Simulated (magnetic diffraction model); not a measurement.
# Magnetic neutron pattern of RbPrNb₂S₇

Space group Imma (no. 74), a = 6.6620 Å, b = 26.8960 Å, c = 6.6830 Å.

```
site  atom    x       y       z
  4e    Pr    0     1/4  0.9772
  8h    Nb    0  0.3529  0.4968
  4a    Rb    0       0       0
  8g     S  3/4  0.3312     3/4
  8g     S  1/4  0.3333     1/4
  8h     S    0  0.4327  0.5060
  4e     S  1/2     1/4  0.9767
```

This is a made-up structure (elements placed in a structure type, unrelaxed), so the numbers test the method and describe no known phase.

Only Pr is taken to order (form factors of Pr3+); orders and moment sizes are assumed, and not adapted to the symmetry. Radiation: neutrons of λ = 1.8 Å, 5° to 35°; isotropic B of 0.51 Å² (Pr), 0.48 Å² (Nb), 0.68 Å² (Rb) and 0.65 Å² (S). Simulated constant-wavelength pattern: nuclear and magnetic terms add, the magnetic one as |2.695 fm × Σ f S⊥ exp(2πi Q·r) exp(−B s²)|², summed over all Q at one angle with the factor 1/(sin²θ cos θ). For collinear order S is the moment m, which repeats by lattice and centring translations R with the sign exp(−2πi k·R). Free-ion form factors, Sears's scattering lengths of 1992, no absorption; a label names one of the reflections at its angle. The strongest nuclear line in the range is 100, and lines under 0.2 are left out.

Assume the order k = (0 1/2 1/2), collinear moments along [010], 0.84 μB on Pr; signs + at (0, 1/4, 0.9772), + at (1/2, 1/4, 0.5228).

Q: Where does magnetic intensity appear, and how strong is it?

```csv
2θ (°),index,nuclear,magnetic
7.67,(0 2 0),25.5,0.0
7.96,(0 1/2 1/2),0.0,1.6
9.63,(0 3/2 -1/2),0.0,0.8
12.33,(0 5/2 1/2),0.0,0.3
15.38,(0 4 0),2.1,0.0
15.95,(0 1 1),0.3,0.0
17.47,(1 1/2 -1/2),0.0,0.5
18.31,(1 3/2 1/2),0.0,0.4
19.34,(0 3 1),0.3,0.0
19.88,(1 5/2 -1/2),0.0,0.3
21.99,(1 0 1),19.5,0.0
22.03,(1 7/2 1/2),0.0,0.2
23.16,(0 6 0),20.5,0.0
23.33,(1 2 1),8.6,0.0
24.80,(0 5 1),0.4,0.0
26.95,(1 4 1),100.0,0.0
28.20,(1 1/2 3/2),0.0,0.3
28.74,(1 3/2 -3/2),0.0,0.3
29.79,(1 5/2 3/2),0.0,0.3
31.05,(0 8 0),3.4,0.0
31.25,(0 0 2),20.8,0.0
31.30,(1 7/2 -3/2),0.0,0.2
31.35,(2 0 0),21.4,0.0
32.23,(0 2 2),2.5,0.0
32.32,(2 2 0),2.2,0.0
```

The strongest magnetic line in the range is (0 1/2 1/2) at 7.96° (1.6). On top of the Lorentz factor, which all lines share, magnetic lines fade with angle because f falls: for Pr3+ it is 0.97, 0.88, 0.76 and 0.50 at sin θ/λ = 0.1, 0.2, 0.3 and 0.5 Å⁻¹, while nuclear lengths stay constant. The order has no net moment.

[Logs are printed without paths, hosts, clocks, repeated set-up lines and the standing remarks that a program may print on its own settings, such as how far it seeks lower states.]
